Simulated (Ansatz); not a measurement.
## LuPdO2 in the infinite layer structure: the Hubbard U worked by hand

What arithmetic lies between the response of the shell of LuPdO2 in the infinite layer structure and its U?

Calculated with Ansatz 0.2.0; PBE, U by linear response; plane waves, U on orthogonalised atomic orbitals unless named otherwise, collinear spin, no spin–orbit coupling.

## Step 1: The starting structure

It takes space group P4/mmm (No. 123, tetragonal). Conventional cell: a = 4.015 Å, b = 4.015 Å, c = 2.929 Å, α = 90.00°, β = 90.00°, γ = 90.00°. Nearest to Lu lie 8 O at 2.48 Å. Pd has 4 O at 2.01 Å nearest. Nearest to O lie 2 Pd at 2.01 Å and 4 Lu at 2.48 Å. infinite layer prototype, lattice guessed from radii. Farther neighbours and most contacts between anions are not listed.

Coordinates:

```cif
data_structure
_symmetry_space_group_name_H-M 'P4/mmm'
_symmetry_Int_Tables_number 123
_cell_length_a 4.0150
_cell_length_b 4.0150
_cell_length_c 2.9286
_cell_angle_alpha 90.000
_cell_angle_beta 90.000
_cell_angle_gamma 90.000
_cell_volume 47.21
loop_
_atom_site_label
_atom_site_type_symbol
_atom_site_symmetry_multiplicity
_atom_site_Wyckoff_symbol
_atom_site_fract_x
_atom_site_fract_y
_atom_site_fract_z
_atom_site_occupancy
Lu1 Lu 1 d 0.50000 0.50000 0.50000 1
Pd1 Pd 1 a 0.00000 0.00000 0.00000 1
O1 O 2 f 0.50000 0.00000 0.00000 1
```

This cell was built for the study (infinite layer prototype, lattice guessed from radii), not taken from an experiment; the compound need not form in this structure.

The parent cell was relaxed beforehand in Ansatz under LDA with U = 2 eV on Pd d, ortho-atomic projectors, from parallel moments.

## Step 2: The response run

File input.yaml:

```yaml
crystal:
  lattice:
    - [4.014962564, 0.0, 0.0]
    - [0.0, 4.014962564, 0.0]
    - [0.0, 0.0, 2.92859462]
  atoms:
    - { symbol: Lu, position: [0.5, 0.5, 0.5] }
    - { symbol: Pd, position: [0.0, 0.0, 0.0] }
    - { symbol: O, position: [0.5, 0.0, 0.0] }
    - { symbol: O, position: [0.0, 0.5, 0.0] }
magnetization:
  spin_polarized: true
kpoints:
  mp_grid: { grid: [6, 6, 6] }
hamiltonian:
  xc: pbe
  hubbard:
    sites: [{ species: Pd, l: d, u_eff: linear-response }]
    projectors: ortho-atomic
    lr: { qmesh: [2, 2, 2] }
scf:
  occupations: { method: fermi_dirac, width: 0.05 }
output:
  eigenvalues: true
```

Started as:

```
> ansatz run input.yaml --threads 4 --pin off --max-ram 8192MiB --backend cpu --events-out ev --progress --plain --runs-dir out
```

Numbers of over 12 decimals in the logs are rounded to 6 here.

Log:

```text
Engine: ansatz 0.2.0, aarch64-unknown-linux-gnu
Pseudopotentials: kind: paw
Pseudopotential: Lu, paw, valence charge 25, recommended cutoff 420 eV (normal), Lu.paw.azcp
Pseudopotential: Pd, paw, valence charge 18, recommended cutoff 420 eV (normal), Pd.paw.azcp
Pseudopotential: O, paw, valence charge 6, recommended cutoff 420 eV (normal), O.paw.azcp
Functional definition: PBE
  parameter kappa = 0.804
[...]
k-point 1 ↑: bands = [... 24 lower, 14.3884, 14.4167, 14.4167, 16.7365, 18.6445, 20.2718, 22.1046, 22.8457, ... 1 higher]
  k-point 2 ↑: bands = [... 24 lower, 14.2967, 14.2967, 15.0553, 16.7918, 21.4735, 22.0459, 22.3779, 24.1945, ... 1 higher]
  k-point 39 ↓: bands = [... 24 lower, 16.0081, 16.4384, 17.4296, 18.1508, 20.6999, 20.6999, 21.8550, 22.2816, ... 1 higher]
Occupation matrices written to <dir>
[key lines of the parts left out:]
SCF converged after 16 iterations
Magnetization: 0.0000 μB (27.5000 up, 27.5000 down)
Free energy (F): -22839.437297 eV
Fermi energy:    18.728424 eV
```

Run time: 53 s. Hardware: 4 threads of Arm Neoverse V2, shared host; peak memory 0.6 GiB.

The cell holds one Pd shell, so at each wavevector the bare response χ₀ and the screened one χ are single numbers (electrons per eV of shift):

| q (fractions) | weight | χ₀ | χ |
| --- | --- | --- | --- |
| 0 0 0 | 0.125 | -0.1874 | -0.09707 |
| 0 0 -0.5 | 0.125 | -0.237 | -0.1055 |
| 0 -0.5 0 | 0.25 | -0.4517 | -0.114 |
| 0 -0.5 -0.5 | 0.25 | -0.4488 | -0.1245 |
| -0.5 -0.5 0 | 0.125 | -0.4711 | -0.1318 |
| -0.5 -0.5 -0.5 | 0.125 | -0.4284 | -0.1335 |

## Step 3: U from the wavevectors

In the supercell that the mesh stands for, the matrices χ₀ and χ are diagonal in q. The on-site element of χ₀⁻¹ − χ⁻¹ is then the weighted mean of 1/χ₀(q) − 1/χ(q):

| q | 1/χ₀ | 1/χ | difference (eV) | × weight |
| --- | --- | --- | --- | --- |
| 0 0 0 | -5.336 | -10.302 | 4.966 | 0.621 |
| 0 0 -0.5 | -4.219 | -9.479 | 5.259 | 0.657 |
| 0 -0.5 0 | -2.214 | -8.772 | 6.558 | 1.640 |
| 0 -0.5 -0.5 | -2.228 | -8.032 | 5.804 | 1.451 |
| -0.5 -0.5 0 | -2.123 | -7.587 | 5.465 | 0.683 |
| -0.5 -0.5 -0.5 | -2.334 | -7.491 | 5.156 | 0.645 |

The sum is U = 5.70 eV.

## Step 4: Summary of results

| Property | Result |
| --- | --- |
| U by hand | 5.70 eV |
| the program's plain matrix element | 5.70 eV |
| the U that it reports | 5.85 eV |

**Reading.** The hand sum gives 5.70 eV against the program's plain element of 5.70 eV; it reports 5.85 eV, after a correction for the finite mesh. The point q = 0 alone, where all images are shifted together, would give 4.97 eV. Inverting the averaged responses instead, 1/⟨χ₀⟩ − 1/⟨χ⟩ = 5.91 eV, leaves out how a shift on one site moves its neighbours. U belongs to the state on which the response was measured and to the projectors (ortho-atomic); the state printed in the log is the closing SCF at the computed U. The cell was built from a prototype and relaxed; a distortion that needs a larger cell, or another structure that the compound may prefer, is not captured.

[Logs and program files are shortened in this print: banners, set-up blocks, solver, clock and traceback lines can be left out without a mark of their own.]

[Logs are printed without paths, hosts, clocks, repeated set-up lines and the standing remarks that a program may print on its own settings, such as how far it seeks lower states.]

[Hosts, paths, dates, database ids (printed as entryN), source tags and the programs' standing remarks are cut or masked in the printed files.]

[Where a cell is said to come from a database of computed structures, the database is the Materials Project.]
